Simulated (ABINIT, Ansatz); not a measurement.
## Quasiparticle gap of Al2O3 (Corundum) in ABINIT

Aim: the G0W0 gap of Al2O3 (Corundum) on PBE, step by step.

Program: ABINIT 10.8.3. Level of theory: PBE and many-body steps on it, plane waves. Results are calculated unless marked as measured.

**The experiments to reproduce.**

- Gap 8.7 eV: optical band gap of host from absorption; optical absorption, quoted from earlier work; bulk crystal (high-purity reference sample) (quoted in “Multi-petahertz electron interference in Cr:Al2O3 solid-state material”, 2018, pmc:5906618).

**1. Starting point**

It takes space group R-3c (No. 167, trigonal). The conventional cell has a = 4.760 Å, b = 4.760 Å, c = 12.996 Å, α = 90.00°, β = 90.00°, γ = 120.00°. Al has 6 O at 1.85 to 1.97 Å nearest. Nearest to O lie 4 Al at 1.85 to 1.97 Å. Farther neighbours and most contacts between anions are not listed.

The cell and positions come from the Crystallography Open Database and are kept as given unless a step says otherwise.

**2. Ground state**

This step: ABINIT 10.8.3; DFT, PBE, plane waves, norm-conserving pseudopotentials.

The ground-state density comes first.

The input, run.abi:

```
acell 3*1.0 Angstrom
rprim 
  2.380249999995 1.374237978213 4.331866666707
  -2.380249999995 1.374237978213 4.331866666707
  -0.000000000000 -2.748475956495 4.331866666685
ntypat 2
znucl 13 8
natom 10
typat 1 1 1 1 2 2 2 2 2 2
xred 
  0.352160000000 0.352160000000 0.352160000000
  0.147840000000 0.147840000000 0.147840000000
  0.647840000000 0.647840000000 0.647840000000
  0.852160000000 0.852160000000 0.852160000000
  0.556680000000 0.943320000000 0.250000000000
  0.250000000000 0.556680000000 0.943320000000
  0.943320000000 0.250000000000 0.556680000000
  0.443320000000 0.056680000000 0.750000000000
  0.750000000000 0.443320000000 0.056680000000
  0.056680000000 0.750000000000 0.443320000000
pp_dirpath "pseudos"
pseudos "Al.upf, O.upf"
ecut 36
ngkpt 6 6 6
nshiftk 1
shiftk 0 0 0
kptopt 1
chksymbreak 0
nband 33
occopt 1
tolvrs 1e-10
nstep 60
prtwf 0
optforces 0
optstress 0
indata_prefix "in"
outdata_prefix "out"
tmpdata_prefix "tmp"
```

Launch:

```
$ OMP_NUM_THREADS=1 mpirun -n 4 abinit run.abi > log
```

Numbers of over 12 decimals in the logs are rounded to 6 here.

Output:

```text
.Version 10.8.3 of ABINIT. v10.8.2 released Aug 2026.

 Symmetries : space group R-3 c (#167); Bravais hR (rhombohedral)
================================================================================
 Values of the parameters that define the memory need of the present run
     intxc =       0    ionmov =       0      iscf =       7    lmnmax =       6
     lnmax =       6     mgfft =      54  mpssoang =       3    mqgrid =    3001
     natom =      10  nloc_mem =       1    nspden =       1   nspinor =       1
    nsppol =       1      nsym =      12    n1xccc =    2501    ntypat =       2
    occopt =       1   xclevel =       2
-    mband =          33        mffmem =           1         mkmem =           8
       mpw =        5939          nfft =      157464          nkpt =          32
================================================================================
  Rough estimation (10% accuracy) of disk space for files :
================================================================================

--------------------------------------------------------------------------------
------------- Echo of variables that govern the present computation ------------
--------------------------------------------------------------------------------
 -outvars: echo values of preprocessed input variables --------
            acell      1.8897261259E+00  1.8897261259E+00  1.8897261259E+00 Bohr

      chksymbreak           0
             ecut      3.60000000E+01 Hartree
-          fftalg         312

              ixc     -101130
              kpt      0.00000000E+00  0.00000000E+00  0.00000000E+00
                       1.66666667E-01  0.00000000E+00  0.00000000E+00
                       3.33333333E-01  0.00000000E+00  0.00000000E+00
                       5.00000000E-01  0.00000000E+00  0.00000000E+00
                       1.66666667E-01  1.66666667E-01  0.00000000E+00
                       3.33333333E-01  1.66666667E-01  0.00000000E+00
                       5.00000000E-01  1.66666667E-01  0.00000000E+00
                      -3.33333333E-01  1.66666667E-01  0.00000000E+00
                      -1.66666667E-01  1.66666667E-01  0.00000000E+00
   [... 21 further rows ...]
                      -3.33333333E-01  5.00000000E-01  3.33333333E-01
                       5.00000000E-01  5.00000000E-01  5.00000000E-01
         kptrlatt        6    0    0      0    6    0      0    0    6
          kptrlen      5.39762473E+01
P           mkmem           8
            natom          10
            nband          33
            ngfft          54      54      54
             nkpt          32
            nstep          60
             nsym          12
           ntypat           2
              occ      2.000000  2.000000  2.000000  2.000000  2.000000  2.000000
                       2.000000  2.000000  2.000000  2.000000  2.000000  2.000000
                       2.000000  2.000000  2.000000  2.000000  2.000000  2.000000
                       2.000000  2.000000  2.000000  2.000000  2.000000  2.000000
                       0.000000  0.000000  0.000000  0.000000  0.000000  0.000000
[...]
optforces           0
        optstress           0
            prtwf           0
            rprim      2.3802500000E+00  1.3742379782E+00  4.3318666667E+00
[...]
spgroup         167

           tolvrs      1.00000000E-10

             xred      3.5216000000E-01  3.5216000000E-01  3.5216000000E-01
[...]
znucl       13.00000    8.00000

================================================================================

 chkinp: Checking input parameters for consistency.

================================================================================
== DATASET  1 ==================================================================
-   mpi_nproc: 4, omp_nthreads: 1 (-1 if OMP is not activated)

--- !DatasetInfo
iteration_state: {dtset: 1, }
dimensions: {natom: 10, nkpt: 32, mband: 33, nsppol: 1, nspinor: 1, nspden: 1, mpw: 5939, }
cutoff_energies: {ecut:  36.0, pawecutdg:  -1.0, }
electrons: {nelect:   4.80000000E+01, charge:   0.00000000E+00, occopt:   1.00000000E+00, tsmear:   1.00000000E-02, }

 Real(R)+Recip(G) space primitive vectors, cartesian coordinates (Bohr,Bohr^-1):
 R(1)=  4.4980206  2.5969334  8.1860416  G(1)=  0.1111600  0.0641783  0.0407197
 R(2)= -4.4980206  2.5969334  8.1860416  G(2)= -0.1111600  0.0641783  0.0407197
 R(3)=  0.0000000 -5.1938668  8.1860416  G(3)=  0.0000000 -0.1283565  0.0407197
 Unit cell volume ucvol=  5.7372986E+02 bohr^3
 Angles (23,13,12)=  5.52866708E+01  5.52866708E+01  5.52866708E+01 degrees

 getcut: wavevector=  0.0000  0.0000  0.0000  ngfft=  54  54  54
         ecut(hartree)=     36.000   => boxcut(ratio)=   2.06269

--- Pseudopotential description ------------------------------------------------
- Al Generated using ONCVPSP code by D. R. Hamann
- 13.00000   3.00000  171031                  znucl, zion, pspdat
12 -101130 2 -1 1876                          pspcod,pspxc,lmax,lloc,mmax
     nproj     2     2     2
  pspatm : epsatm=    4.08140545
         --- l  ekb(1:nproj) -->
[...]
pspatm: atomic psp has been read  and splines computed

- O Generated using ONCVPSP code by D. R. Hamann
-  8.00000   6.00000  171031                  znucl, zion, pspdat
12 -101130 2 -1 936                           pspcod,pspxc,lmax,lloc,mmax
     nproj     2     2     1
  pspatm : epsatm=    6.19545534
         --- l  ekb(1:nproj) -->
[...]
2   -1.331955
 pspatm: atomic psp has been read  and splines computed

   2.56792098E+03                                ecore*ucvol(ha*bohr**3)
--------------------------------------------------------------------------------

_setup2: Arith. and geom. avg. npw (full set) are    5919.005    5918.995

================================================================================

--- !BeginCycle
iteration_state: {dtset: 1, }
solver: {iscf: 7, nstep: 60, nline: 4, wfoptalg: 0, }
tolerances: {tolvrs: 1.00E-10, }

     iter   Etot(hartree)      deltaE(h)  residm     vres2
 ETOT  1  -108.56861779561    -1.086E+02 9.232E-02 1.524E+03
 ETOT  2  -108.71438328984    -1.458E-01 4.345E-02 1.233E+03
 ETOT  3  -109.11643316919    -4.020E-01 1.922E-02 4.671E+00
 ETOT  4  -109.11824809159    -1.815E-03 6.059E-03 1.559E-02
 ETOT  5  -109.11825252940    -4.438E-06 3.205E-03 9.578E-04
 ETOT  6  -109.11825269330    -1.639E-07 2.573E-03 5.364E-06
 ETOT  7  -109.11825269392    -6.176E-10 8.856E-04 4.549E-07
 ETOT  8  -109.11825269401    -8.500E-11 8.923E-04 1.067E-08
 ETOT  9  -109.11825269401    -3.126E-13 3.660E-04 2.557E-10
 ETOT 10  -109.11825269401    -2.785E-12 2.600E-04 1.040E-11

 At SCF step   10       vres2   =  1.04E-11 < tolvrs=  1.00E-10 =>converged.

--- !ResultsGS
iteration_state: {dtset: 1, }
comment   : Summary of ground state results
lattice_vectors:
- [  4.4980206,   2.5969334,   8.1860416, ]
- [ -4.4980206,   2.5969334,   8.1860416, ]
- [ -0.0000000,  -5.1938668,   8.1860416, ]
lattice_lengths: [   9.69472,    9.69472,    9.69472, ]
lattice_angles: [ 55.287,  55.287,  55.287, ] # degrees, (23, 13, 12)
lattice_volume:   5.7372986E+02
convergence: {deltae: -2.785E-12, res2:  1.040E-11, residm:  2.600E-04, diffor:  0.000E+00, }
etotal    :  -1.09118253E+02
entropy   :   0.00000000E+00
fermie    :   1.90422253E-01
cartesian_stress_tensor: null
pressure_GPa: null
xred      :
- [  3.5216E-01,   3.5216E-01,   3.5216E-01, Al]
- [  1.4784E-01,   1.4784E-01,   1.4784E-01, Al]
- [  6.4784E-01,   6.4784E-01,   6.4784E-01, Al]
- [  8.5216E-01,   8.5216E-01,   8.5216E-01, Al]
- [  5.5668E-01,   9.4332E-01,   2.5000E-01,  O]
- [  2.5000E-01,   5.5668E-01,   9.4332E-01,  O]
- [  9.4332E-01,   2.5000E-01,   5.5668E-01,  O]
- [  4.4332E-01,   5.6680E-02,   7.5000E-01,  O]
- [  7.5000E-01,   4.4332E-01,   5.6680E-02,  O]
- [  5.6680E-02,   7.5000E-01,   4.4332E-01,  O]
cartesian_forces: null
force_length_stats: {min: null, max: null, mean: null, }

 Integrated electronic density in atomic spheres:
 ------------------------------------------------
 Atom  Sphere_radius  Integrated_density
[...]
================================================================================

 ----iterations are completed or convergence reached----

 Mean square residual over all n,k,spin=   27.214E-07; max=  26.000E-05
 reduced coordinates (array xred) for   10 atoms
[...]
0.250000000000      0.556680000000      0.943320000000
       0.943320000000      0.250000000000      0.556680000000
       0.443320000000      0.056680000000      0.750000000000
       0.750000000000      0.443320000000      0.056680000000
       0.056680000000      0.750000000000      0.443320000000
 rms dE/dt=  0.0000E+00; max dE/dt=  0.0000E+00; dE/dt below (all hartree)
    1       0.000000000000      0.000000000000      0.000000000000
    2       0.000000000000      0.000000000000      0.000000000000
    3       0.000000000000      0.000000000000      0.000000000000
    4       0.000000000000      0.000000000000      0.000000000000
    5       0.000000000000      0.000000000000      0.000000000000
    6       0.000000000000      0.000000000000      0.000000000000
    7       0.000000000000      0.000000000000      0.000000000000
    8       0.000000000000      0.000000000000      0.000000000000
    9       0.000000000000      0.000000000000      0.000000000000
   10       0.000000000000      0.000000000000      0.000000000000

 cartesian coordinates (angstrom) at end:
[...]
6     -0.729975    -1.484122     7.580767
    7      1.650275     0.109884     7.580767
    8      0.920300    -1.374238     5.414833
    9      0.729975     1.484122     5.414833
   10     -1.650275    -0.109884     5.414833
 length scales=  1.889726125908  1.889726125908  1.889726125908 bohr
              =  1.000000000000  1.000000000000  1.000000000000 angstroms
 prteigrs : about to open file out_EIG
 Fermi (or HOMO) energy (hartree) =   0.19042   Average Vxc (hartree)=  -0.42200
 Eigenvalues (hartree) for nkpt=  32  k points:
 kpt#   1, nband= 33, wtk=  0.00463, kpt=  0.0000  0.0000  0.0000 (reduced coord)
  -0.51404   -0.42818   -0.41791   -0.41791   -0.40624   -0.40624   -0.06247   -0.02571
  -0.01292   -0.01292    0.02849    0.03206    0.03206    0.06905    0.08213    0.13786
   0.13786    0.14281    0.14281    0.17247    0.17247    0.18878    0.18878    0.19042
   0.42070    0.52806    0.58648    0.61540    0.61540    0.62103    0.64669    0.64670
   0.64831
 prteigrs : prtvol=0 or 1, do not print more k-points.

--- !EnergyTerms
iteration_state     : {dtset: 1, }
comment             : Components of total free energy in Hartree
kinetic             :  7.20682127625938E+01
hartree             :  2.66734646915443E+01
xc                  : -3.01908344679662E+01
Ewald energy        : -8.81149730954744E+01
psp_core            :  4.47583638932495E+00
local_psp           : -7.93092830893802E+01
non_local_psp       : -1.47206758846520E+01
total_energy        : -1.09118252694010E+02
total_energy_eV     : -2.96925892054326E+03
band_energy         : -2.03056298659786E+00

== END DATASET(S) ==============================================================
================================================================================

 -outvars: echo values of variables after computation  --------
           etotal     -1.0911825269E+02
            nband          33
             nkpt          32
          spgroup         167
 [... the other variables as echoed above ...]

 Calculation completed.
```

It took 81 s on 4 MPI ranks of Arm Neoverse V1, shared host; peak memory 0.47 GiB; 5.4 min of CPU time.

Numbers from this step:

- total energy: -2969.2589 eV
- gap: 6.266 eV
- k of the valence top: 0, 0, 0
- k of the conduction bottom: 0, 0, 0
- least direct gap: 6.266 eV

The gap is direct, at Γ.

**3. Empty states on the mesh, 4×4×4 mesh, 303 bands**

The sums over transitions need many empty states on a uniform mesh; this step solves for them.

Edit run.abi of step 2 so:

```diff
@@ -23,3 +23,3 @@
 ecut 36
-ngkpt 6 6 6
+ngkpt 4 4 4
 nshiftk 1
@@ -28,9 +28,10 @@
 chksymbreak 0
-nband 33
-occopt 1
-tolvrs 1e-10
+iscf -2
+irdden 1
+istwfk *1
+nband 303
+nbdbuf 26
+tolwfr 1e-09
 nstep 60
-prtwf 0
-optforces 0
-optstress 0
+prtvol 0
 indata_prefix "in"
```

Output:

```text
.Version 10.8.3 of ABINIT. v10.8.2 released Aug 2026.

 Symmetries : space group R-3 c (#167); Bravais hR (rhombohedral)
[... echo of the input left out ...]
== DATASET  1 ==================================================================
-   mpi_nproc: 4, omp_nthreads: 1 (-1 if OMP is not activated)

--- !DatasetInfo
iteration_state: {dtset: 1, }
dimensions: {natom: 10, nkpt: 13, mband: 303, nsppol: 1, nspinor: 1, nspden: 1, mpw: 5940, }
cutoff_energies: {ecut:  36.0, pawecutdg:  -1.0, }
electrons: {nelect:   4.80000000E+01, charge:   0.00000000E+00, occopt:   1.00000000E+00, tsmear:   1.00000000E-02, }

 Real(R)+Recip(G) space primitive vectors, cartesian coordinates (Bohr,Bohr^-1):
 R(1)=  4.4980206  2.5969334  8.1860416  G(1)=  0.1111600  0.0641783  0.0407197
 R(2)= -4.4980206  2.5969334  8.1860416  G(2)= -0.1111600  0.0641783  0.0407197
 R(3)=  0.0000000 -5.1938668  8.1860416  G(3)=  0.0000000 -0.1283565  0.0407197
 Unit cell volume ucvol=  5.7372986E+02 bohr^3
 Angles (23,13,12)=  5.52866708E+01  5.52866708E+01  5.52866708E+01 degrees

 getcut: wavevector=  0.0000  0.0000  0.0000  ngfft=  54  54  54
         ecut(hartree)=     36.000   => boxcut(ratio)=   2.06269

--- Pseudopotential description ------------------------------------------------
- Al Generated using ONCVPSP code by D. R. Hamann
- 13.00000   3.00000  171031                  znucl, zion, pspdat
12 -101130 2 -1 1876                          pspcod,pspxc,lmax,lloc,mmax
     nproj     2     2     2
  pspatm : epsatm=    4.08140545
         --- l  ekb(1:nproj) -->
             0    5.126667    0.728291
             1    7.287548    0.832437
             2   -2.770497   -0.637722
 pspatm: atomic psp has been read  and splines computed

- O Generated using ONCVPSP code by D. R. Hamann
-  8.00000   6.00000  171031                  znucl, zion, pspdat
12 -101130 2 -1 936                           pspcod,pspxc,lmax,lloc,mmax
     nproj     2     2     1
  pspatm : epsatm=    6.19545534
         --- l  ekb(1:nproj) -->
[...]
2   -1.331955
 pspatm: atomic psp has been read  and splines computed

--------------------------------------------------------------------------------

================================================================================
 prteigrs : about to open file out_EIG
 Non-SCF case, kpt    1 (  0.00000  0.00000  0.00000), residuals and eigenvalues=
  8.63E-10  1.62E-10  1.56E-10  8.39E-10  1.40E-10  6.01E-10  9.10E-10  9.44E-11
  1.04E-10  1.32E-10  4.41E-11  7.94E-11  1.19E-10  7.84E-11  4.18E-11  7.57E-11
  8.76E-10  4.66E-11  8.76E-10  3.76E-11  5.25E-11  5.06E-11  9.10E-10  5.79E-11
[...]
9.26E-06  4.23E-05  1.79E-04  2.38E-04  4.74E-04  4.15E-04  1.11E-03
 -5.1404E-01 -4.2818E-01 -4.1791E-01 -4.1791E-01 -4.0624E-01 -4.0624E-01
 -6.2473E-02 -2.5715E-02 -1.2918E-02 -1.2918E-02  2.8486E-02  3.2059E-02
  3.2059E-02  6.9048E-02  8.2134E-02  1.3786E-01  1.3786E-01  1.4281E-01
[...]
4.3109E+00  4.3463E+00  4.3463E+00  4.3551E+00  4.3643E+00  4.3643E+00
  4.3931E+00  4.3931E+00  4.4011E+00  4.4012E+00  4.4309E+00  4.4507E+00
[...]
prteigrs : prtvol=0 or 1, do not print more k-points.

--- !ResultsGS
iteration_state: {dtset: 1, }
comment   : Summary of ground state results
lattice_vectors:
- [  4.4980206,   2.5969334,   8.1860416, ]
- [ -4.4980206,   2.5969334,   8.1860416, ]
- [ -0.0000000,  -5.1938668,   8.1860416, ]
lattice_lengths: [   9.69472,    9.69472,    9.69472, ]
lattice_angles: [ 55.287,  55.287,  55.287, ] # degrees, (23, 13, 12)
lattice_volume:   5.7372986E+02
convergence: {deltae:  0.000E+00, res2:  0.000E+00, residm:  9.997E-10, diffor:  0.000E+00, }
etotal    :  -1.09118253E+02
entropy   :   0.00000000E+00
fermie    :   1.90422253E-01
cartesian_stress_tensor: null
pressure_GPa: null
xred      :
- [  3.5216E-01,   3.5216E-01,   3.5216E-01, Al]
- [  1.4784E-01,   1.4784E-01,   1.4784E-01, Al]
- [  6.4784E-01,   6.4784E-01,   6.4784E-01, Al]
- [  8.5216E-01,   8.5216E-01,   8.5216E-01, Al]
- [  5.5668E-01,   9.4332E-01,   2.5000E-01,  O]
- [  2.5000E-01,   5.5668E-01,   9.4332E-01,  O]
- [  9.4332E-01,   2.5000E-01,   5.5668E-01,  O]
- [  4.4332E-01,   5.6680E-02,   7.5000E-01,  O]
- [  7.5000E-01,   4.4332E-01,   5.6680E-02,  O]
- [  5.6680E-02,   7.5000E-01,   4.4332E-01,  O]
cartesian_forces: null
force_length_stats: {min: null, max: null, mean: null, }

 Integrated electronic density in atomic spheres:
 ------------------------------------------------
 Atom  Sphere_radius  Integrated_density
[...]
================================================================================

 ----iterations are completed or convergence reached----

 Mean square residual over all n,k,spin=   45.971E-11; max=  99.969E-11
 reduced coordinates (array xred) for   10 atoms
[...]
0.750000000000      0.443320000000      0.056680000000
       0.056680000000      0.750000000000      0.443320000000

 cartesian coordinates (angstrom) at end:
    1      0.000000    -2.43e-11     4.576530
    2      0.000000    -1.02e-11     1.921270
    3     -0.000000    -4.47e-11     8.419070
[...]
9      0.729975     1.484122     5.414833
   10     -1.650275    -0.109884     5.414833
 length scales=  1.889726125908  1.889726125908  1.889726125908 bohr
              =  1.000000000000  1.000000000000  1.000000000000 angstroms
 prteigrs : about to open file out_EIG
 Eigenvalues (hartree) for nkpt=  13  k points:
 kpt#   1, nband=303, wtk=  0.01563, kpt=  0.0000  0.0000  0.0000 (reduced coord)
[...]
4.22133    4.23524    4.23524    4.24227    4.24543    4.25156    4.26465    4.26948
   4.31092    4.34629    4.34629    4.35514    4.36432    4.36432    4.39309    4.39310
   4.40114    4.40117    4.43089    4.45066    4.45087    4.47804    4.49964
 prteigrs : prtvol=0 or 1, do not print more k-points.

== END DATASET(S) ==============================================================
================================================================================

 -outvars: echo values of variables after computation  --------
            nband         303
             nkpt          13
          spgroup         167
 [... the other variables as echoed above ...]

 Calculation completed.
```

The job ended after 7.2 min (4 MPI ranks; peak memory 0.75 GiB).

This step gave:

| Item | Value |
| --- | --- |
| gap | 6.266 eV |
| k of the valence top | 0, 0, 0 |
| k of the conduction bottom | 0, 0, 0 |
| least direct gap | 6.266 eV |
| k points computed | 13 |
| lowest point of the top converged band, above the valence top | 107.8716 eV |

On this mesh the gap is 6.266 eV.

[end of part 1 of 2]

[Paths, hosts, dates, memory and timing lines, banners, echoed tables and standing remarks are left out of the program output.]

[Logs are printed without paths, hosts, clocks, repeated set-up lines and the standing remarks that a program may print on its own settings, such as how far it seeks lower states.]

[Runs of the session that timed out or met a known fault of the program may be left out.]

[Hosts, paths, dates, database ids (printed as entryN), source tags and the programs' standing remarks are cut or masked in the printed files.]

[G0W0 gaps are taken among the corrected bands and points alone; a level outside them can change the order at an edge.]

[Where Ansatz stands beside ABINIT at settings called matched, ABINIT's density can come from a denser mesh and the files from another edition; pairs whose starting gaps differed by over 0.03 eV were left out, so agreement reads better than it is.]
